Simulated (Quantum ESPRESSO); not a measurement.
# CaMn2As2: non-collinear starts

Wanted: energies and final angles of several spin textures of CaMn2As2

Program: Quantum ESPRESSO 7.5. Level of theory: LDA; plane waves with GBRV 1.5 LDA potentials, no spin-orbit coupling. Results are calculated unless marked as measured.

### 1. Starting point

It takes space group P-3m1 (No. 164, trigonal). The conventional cell has a = 4.000 Å, b = 4.000 Å, c = 6.996 Å, α = 90.00°, β = 90.00°, γ = 120.00°. Nearest to Ca lie 6 As at 2.99 Å. Mn has 4 As at 2.41 to 2.44 Å nearest. Nearest to As lie 4 Mn at 2.41 to 2.44 Å and 3 Ca at 2.99 Å. Farther neighbours are not listed.

As a file:

```cif
data_structure
_symmetry_space_group_name_H-M 'P-3m1'
_symmetry_Int_Tables_number 164
_cell_length_a 4.0003
_cell_length_b 4.0003
_cell_length_c 6.9955
_cell_angle_alpha 90.000
_cell_angle_beta 90.000
_cell_angle_gamma 120.000
_cell_volume 96.95
loop_
_atom_site_label
_atom_site_type_symbol
_atom_site_symmetry_multiplicity
_atom_site_Wyckoff_symbol
_atom_site_fract_x
_atom_site_fract_y
_atom_site_fract_z
_atom_site_occupancy
Ca1 Ca 1 a 0.00000 0.00000 0.00000 1
Mn1 Mn 2 d 0.33333 0.66667 0.61587 1
As1 As 2 d 0.66667 0.33333 0.72910 1
```

The cell comes from Materials Project 2023-11-01, a database of computed structures, and need not be the stable phase.

### 2. Start 1: collinear parallel

pw.in

```
&CONTROL
  calculation = 'scf'
  prefix = 'pwscf'
  outdir = './tmp'
  pseudo_dir = './pseudo'
  disk_io = 'nowf'
/
&SYSTEM
  ibrav = 0
  nat = 5
  ntyp = 3
  ecutwfc = 34
  ecutrho = 238
  nbnd = 68
  occupations = 'smearing'
  smearing = 'fd'
  degauss = 0.00734986
  noncolin = .true.
  starting_magnetization(1) = 0
  starting_magnetization(2) = 0.2333
  angle1(2) = 0
  angle2(2) = 0
  starting_magnetization(3) = 0
/
&ELECTRONS
  conv_thr = 1d-08
  electron_maxstep = 150
  mixing_beta = 0.3
/
ATOMIC_SPECIES
Ca     40.0780 ca_lda_v1.uspp.F.UPF
Mn     54.9380 mn_lda_v1.5.uspp.F.UPF
As     74.9216 as_lda_v1.uspp.F.UPF
CELL_PARAMETERS angstrom
   4.0003377127    0.0000000000    0.0000000000
  -2.0001688564    3.4643940829    0.0000000000
   0.0000000000    0.0000000000    6.9955350000
ATOMIC_POSITIONS crystal
Ca      0.0000000000    0.0000000000    0.0000000000
Mn      0.3333333300    0.6666666700    0.6158690000
Mn      0.6666666700    0.3333333300    0.3841310000
As      0.6666666700    0.3333333300    0.7290990000
As      0.3333333300    0.6666666700    0.2709010000
K_POINTS automatic
5 5 3 0 0 0
```

Run with:

```sh
OMP_NUM_THREADS=1 mpirun -n 4 pw.x -nk 4 -in pw.in > pw.out
```

Log:

```text
Program PWSCF v.7.5 starts

     Message from routine setup:
     using ibrav=0 with symmetry is DISCOURAGED, use correct ibrav instead

     K-points division:     npool     =       4
     Subspace diagonalization in iterative solution of the eigenvalue problem:

     bravais-lattice index     =            0
     lattice parameter (alat)  =       7.5595  a.u.
     unit-cell volume          =     654.2466 (a.u.)^3
     number of atoms/cell      =            5
     number of atomic types    =            3
     number of electrons       =        50.00
     number of Kohn-Sham states=           68
     kinetic-energy cutoff     =      34.0000  Ry
     charge density cutoff     =     238.0000  Ry
     scf convergence threshold =      1.0E-08
     mixing beta               =       0.3000
     number of iterations used =            8  plain     mixing
     Exchange-correlation= SLA  PZ   NOGX NOGC
                           (   1   1   0   0   0   0   0)
     Noncollinear calculation without spin-orbit

     celldm(1)=   7.559543  celldm(2)=   0.000000  celldm(3)=   0.000000
     celldm(4)=   0.000000  celldm(5)=   0.000000  celldm(6)=   0.000000

     crystal axes: (cart. coord. in units of alat)
               a(1) = (   1.000000   0.000000   0.000000 )
               a(2) = (  -0.500000   0.866025   0.000000 )
               a(3) = (   0.000000   0.000000   1.748736 )

     reciprocal axes: (cart. coord. in units 2 pi/alat)
               b(1) = (  1.000000  0.577350 -0.000000 )
               b(2) = (  0.000000  1.154701  0.000000 )
               b(3) = (  0.000000 -0.000000  0.571842 )

     PseudoPot. # 1 for Ca read from file:
     ca_lda_v1.uspp.F.UPF
     Pseudo is Ultrasoft + core correction, Zval = 10.0

     PseudoPot. # 2 for Mn read from file:
     mn_lda_v1.5.uspp.F.UPF
     Pseudo is Ultrasoft + core correction, Zval = 15.0

     PseudoPot. # 3 for As read from file:
     as_lda_v1.uspp.F.UPF
     Pseudo is Ultrasoft + core correction, Zval =  5.0

     atomic species   valence    mass     pseudopotential
     Ca               10.00    40.07800     Ca( 1.00)
     Mn               15.00    54.93800     Mn( 1.00)
     As                5.00    74.92160     As( 1.00)

     12 Sym. Ops., with inversion, found

   Cartesian axes

     site n.     atom                  positions (alat units)
         1        Ca     tau(   1) = (   0.0000000   0.0000000   0.0000000  )
         2        Mn     tau(   2) = (  -0.0000000   0.5773503   1.0769924  )
         3        Mn     tau(   3) = (   0.5000000   0.2886751   0.6717437  )
         4        As     tau(   4) = (   0.5000000   0.2886751   1.2750017  )
         5        As     tau(   5) = (  -0.0000000   0.5773503   0.4737344  )

     number of k points=    12  Fermi-Dirac smearing, width (Ry)=  0.0073
                       cart. coord. in units 2pi/alat
        k(    1) = (   0.0000000   0.0000000   0.0000000), wk =   0.0133333
        k(    2) = (   0.0000000   0.0000000   0.1906139), wk =   0.0266667
        k(    3) = (   0.0000000   0.2309401   0.0000000), wk =   0.0800000
        k(    4) = (   0.0000000   0.2309401   0.1906139), wk =   0.0800000
        k(    5) = (   0.0000000   0.4618802   0.0000000), wk =   0.0800000
        [... 7 further k-points ...]

     Dense  grid:    40583 G-vectors     FFT dimensions: (  40,  40,  72)

     Smooth grid:    17503 G-vectors     FFT dimensions: (  30,  30,  50)

     Check: negative core charge=   -0.000012
     Generating pointlists ...
     new r_m :   0.3081 (alat units)  2.3289 (a.u.) for type    1
     new r_m :   0.2488 (alat units)  1.8811 (a.u.) for type    2
     new r_m :   0.2488 (alat units)  1.8811 (a.u.) for type    3

     Initial potential from superposition of free atoms

     starting charge      48.9947, renormalised to      50.0000

 ==============================================================================
     atom number    1 relative position :    0.0000   0.0000   0.0000
     charge :     8.561986  (integrated on a sphere of radius 0.308)
     magnetization :          0.000000    0.000000    0.006709
     magnetization/charge:    0.000000    0.000000    0.000784
     polar coord.: r, theta, phi [deg] :     0.006709    0.000000  360.000000

 ==============================================================================

 ==============================================================================
     atom number    2 relative position :   -0.0000   0.5774   1.0770
     charge :    13.276592  (integrated on a sphere of radius 0.249)
     magnetization :          0.000000    0.000000    3.036654
     magnetization/charge:    0.000000    0.000000    0.228722
     polar coord.: r, theta, phi [deg] :     3.036654    0.000000  360.000000

 ==============================================================================

 ==============================================================================
     atom number    3 relative position :    0.5000   0.2887   0.6717
     charge :    13.276592  (integrated on a sphere of radius 0.249)
     magnetization :          0.000000    0.000000    3.036654
     magnetization/charge:    0.000000    0.000000    0.228722
     polar coord.: r, theta, phi [deg] :     3.036654    0.000000  360.000000

 ==============================================================================

 ==============================================================================
     atom number    4 relative position :    0.5000   0.2887   1.2750
     charge :     2.690808  (integrated on a sphere of radius 0.249)
     magnetization :          0.000000    0.000000    0.038894
     magnetization/charge:    0.000000    0.000000    0.014454
     polar coord.: r, theta, phi [deg] :     0.038894    0.000000  360.000000

 ==============================================================================

 ==============================================================================
     atom number    5 relative position :   -0.0000   0.5774   0.4737
     charge :     2.690808  (integrated on a sphere of radius 0.249)
     magnetization :          0.000000    0.000000    0.038894
     magnetization/charge:    0.000000    0.000000    0.014454
     polar coord.: r, theta, phi [deg] :     0.038894    0.000000  360.000000

 ==============================================================================
     Starting wfcs are   88 randomized atomic wfcs

     Self-consistent Calculation

     iteration #  1     ecut=    34.00 Ry     beta= 0.30
     Davidson diagonalization with overlap
     ethr =  1.00E-02,  avg # of iterations =  2.2

     total energy              =    -576.80230820 Ry
     estimated scf accuracy    <       1.16836215 Ry

     total magnetization       =     0.00    -0.00     5.26 Bohr mag/cell
     absolute magnetization    =     5.56 Bohr mag/cell

     iteration #  2     ecut=    34.00 Ry     beta= 0.30
     Davidson diagonalization with overlap
     ethr =  2.34E-03,  avg # of iterations =  3.0

     total energy              =    -576.89889458 Ry
     estimated scf accuracy    <       0.78090017 Ry

     total magnetization       =     0.00    -0.00     4.95 Bohr mag/cell
     absolute magnetization    =     5.63 Bohr mag/cell

     [... further iterations left out ...]

     iteration # 14     ecut=    34.00 Ry     beta= 0.30
     Davidson diagonalization with overlap
     ethr =  3.96E-11,  avg # of iterations =  4.0

     total energy              =    -577.04763034 Ry
     estimated scf accuracy    <       0.00000002 Ry

     total magnetization       =    -0.00     0.00     4.79 Bohr mag/cell
     absolute magnetization    =     5.28 Bohr mag/cell

     iteration # 15     ecut=    34.00 Ry     beta= 0.30
     Davidson diagonalization with overlap
     ethr =  3.96E-11,  avg # of iterations =  2.0

 ==============================================================================
     atom number    1 relative position :    0.0000   0.0000   0.0000
     charge :     8.406324  (integrated on a sphere of radius 0.308)
     magnetization :          0.000000   -0.000000   -0.005320
     magnetization/charge:    0.000000   -0.000000   -0.000633
     polar coord.: r, theta, phi [deg] :     0.005320  180.000000  360.000000

 ==============================================================================

 ==============================================================================
     atom number    2 relative position :   -0.0000   0.5774   1.0770
     charge :    13.113629  (integrated on a sphere of radius 0.249)
     magnetization :          0.000000   -0.000000    2.307415
     magnetization/charge:    0.000000   -0.000000    0.175956
     polar coord.: r, theta, phi [deg] :     2.307415    0.000000  360.000000

 ==============================================================================

 ==============================================================================
     atom number    3 relative position :    0.5000   0.2887   0.6717
     charge :    13.113629  (integrated on a sphere of radius 0.249)
     magnetization :          0.000000   -0.000000    2.307415
     magnetization/charge:    0.000000   -0.000000    0.175956
     polar coord.: r, theta, phi [deg] :     2.307415    0.000000  360.000000

 ==============================================================================

 ==============================================================================
     atom number    4 relative position :    0.5000   0.2887   1.2750
     charge :     2.686415  (integrated on a sphere of radius 0.249)
     magnetization :          0.000000   -0.000000   -0.074096
     magnetization/charge:    0.000000   -0.000000   -0.027582
     polar coord.: r, theta, phi [deg] :     0.074096  180.000000  360.000000

 ==============================================================================

 ==============================================================================
     atom number    5 relative position :   -0.0000   0.5774   0.4737
     charge :     2.686415  (integrated on a sphere of radius 0.249)
     magnetization :          0.000000   -0.000000   -0.074096
     magnetization/charge:    0.000000   -0.000000   -0.027582
     polar coord.: r, theta, phi [deg] :     0.074096  180.000000  360.000000

 ==============================================================================

     End of self-consistent calculation

     [... lines left out ...]
     the Fermi energy is     9.4736 ev

!    total energy              =    -577.04763035 Ry
     estimated scf accuracy    <          6.3E-10 Ry
     smearing contrib. (-TS)   =      -0.00943544 Ry
     internal energy E=F+TS    =    -577.03819490 Ry

     The total energy is F=E-TS. E is the sum of the following terms:
     one-electron contribution =    -353.54372425 Ry
     hartree contribution      =     193.17967138 Ry
     xc contribution           =    -126.59965232 Ry
     ewald contribution        =    -290.07448971 Ry

     total magnetization       =     0.00     0.00     4.79 Bohr mag/cell
     absolute magnetization    =     5.28 Bohr mag/cell

     convergence has been achieved in  15 iterations

=------------------------------------------------------------------------------=
   JOB DONE.
=------------------------------------------------------------------------------=
```

Run time: 35 s. Hardware: 4 MPI ranks of Arm Neoverse V1, shared host; peak memory 0.63 GiB; 2.4 min of CPU time.

Spin moment in the atom's sphere by atom:

```
atom  x (μB)  y (μB)  z (μB)  size
 Ca1    0.00    0.00   -0.01  0.01
 Mn2    0.00    0.00    2.31  2.31
 Mn3    0.00    0.00    2.31  2.31
 As4    0.00    0.00   -0.07  0.07
 As5    0.00    0.00   -0.07  0.07
```

This step gave:

* smearing term TS: 0.1284 eV
* magnetization: 0, 0, 4.789 μB
* absolute magnetization: 5.281 μB
* final state: ferromagnetic

### 3. Start 2: two sublattices 60 degrees apart

pw.in, as its differences from that of step 2:

```diff
@@ -10,3 +10,3 @@
   nat = 5
-  ntyp = 3
+  ntyp = 4
   ecutwfc = 34
@@ -20,5 +20,8 @@
   starting_magnetization(2) = 0.2333
-  angle1(2) = 0
+  angle1(2) = 90
   angle2(2) = 0
-  starting_magnetization(3) = 0
+  starting_magnetization(3) = 0.2333
+  angle1(3) = 90
+  angle2(3) = 60
+  starting_magnetization(4) = 0
 /
@@ -31,3 +34,4 @@
 Ca     40.0780 ca_lda_v1.uspp.F.UPF
-Mn     54.9380 mn_lda_v1.5.uspp.F.UPF
+Mn1    54.9380 mn_lda_v1.5.uspp.F.UPF
+Mn2    54.9380 mn_lda_v1.5.uspp.F.UPF
 As     74.9216 as_lda_v1.uspp.F.UPF
@@ -39,4 +43,4 @@
 Ca      0.0000000000    0.0000000000    0.0000000000
-Mn      0.3333333300    0.6666666700    0.6158690000
-Mn      0.6666666700    0.3333333300    0.3841310000
+Mn1     0.3333333300    0.6666666700    0.6158690000
+Mn2     0.6666666700    0.3333333300    0.3841310000
 As      0.6666666700    0.3333333300    0.7290990000
```

Log:

```text
     [... lines left out ...]
Program PWSCF v.7.5 starts
     [... lines left out ...]
     number of atoms/cell      =            5
     [... lines left out ...]
     number of electrons       =        50.00
     number of Kohn-Sham states=           68
     kinetic-energy cutoff     =      34.0000  Ry
     charge density cutoff     =     238.0000  Ry
     scf convergence threshold =      1.0E-08
     [... lines left out ...]
     Noncollinear calculation without spin-orbit
     [... lines left out ...]
     No symmetry found
     [... lines left out ...]
     number of k points=    75  Fermi-Dirac smearing, width (Ry)=  0.0073
     [... lines left out ...]
     iteration # 34     ecut=    34.00 Ry     beta= 0.30
     [... lines left out ...]
     atom number    1 relative position :    0.0000   0.0000   0.0000
     [... lines left out ...]
     magnetization :         -0.004614   -0.002657    0.000000
     [... lines left out ...]
     atom number    2 relative position :   -0.0000   0.5774   1.0770
     [... lines left out ...]
     magnetization :          2.000856    1.148779   -0.000069
     [... lines left out ...]
     atom number    3 relative position :    0.5000   0.2887   0.6717
     [... lines left out ...]
     magnetization :          1.998485    1.154198    0.000069
     [... lines left out ...]
     atom number    4 relative position :    0.5000   0.2887   1.2750
     [... lines left out ...]
     magnetization :         -0.064229   -0.036936    0.000001
     [... lines left out ...]
     atom number    5 relative position :   -0.0000   0.5774   0.4737
     [... lines left out ...]
     magnetization :         -0.064188   -0.037012   -0.000001
     [... lines left out ...]
     the Fermi energy is     9.4736 ev
!    total energy              =    -577.04763035 Ry
     estimated scf accuracy    <          4.5E-09 Ry
     smearing contrib. (-TS)   =      -0.00943582 Ry
     [... lines left out ...]
     total magnetization       =     4.15     2.39     0.00 Bohr mag/cell
     absolute magnetization    =     5.28 Bohr mag/cell
     convergence has been achieved in  34 iterations
```

Run time: 7.3 min. Hardware: 4 MPI ranks; peak memory 0.85 GiB; 29 min of CPU time.

Spin moment in the atom's sphere by atom:

```
atom  x (μB)  y (μB)  z (μB)  size
 Ca1    0.00    0.00    0.00  0.01
 Mn2    2.00    1.15    0.00  2.31
 Mn3    2.00    1.15    0.00  2.31
 As4   -0.06   -0.04    0.00  0.07
 As5   -0.06   -0.04    0.00  0.07
```

Numbers from this step:

| Quantity | Value |
| --- | --- |
| smearing term TS | 0.1284 eV |
| magnetization | 4.15, 2.39, 0 μB |
| absolute magnetization | 5.281 μB |
| final state | ferromagnetic |

[end of part 1 of 2]

[Logs and program files are shortened in this print: banners, set-up blocks, solver, clock and traceback lines can be left out without a mark of their own.]

[Logs are printed without paths, hosts, clocks, repeated set-up lines and the standing remarks that a program may print on its own settings, such as how far it seeks lower states.]

[Hosts, paths, dates, database ids (printed as entryN), source tags and the programs' standing remarks are cut or masked in the printed files.]

[Where a cell is said to come from a database of computed structures, the database is the Materials Project.]
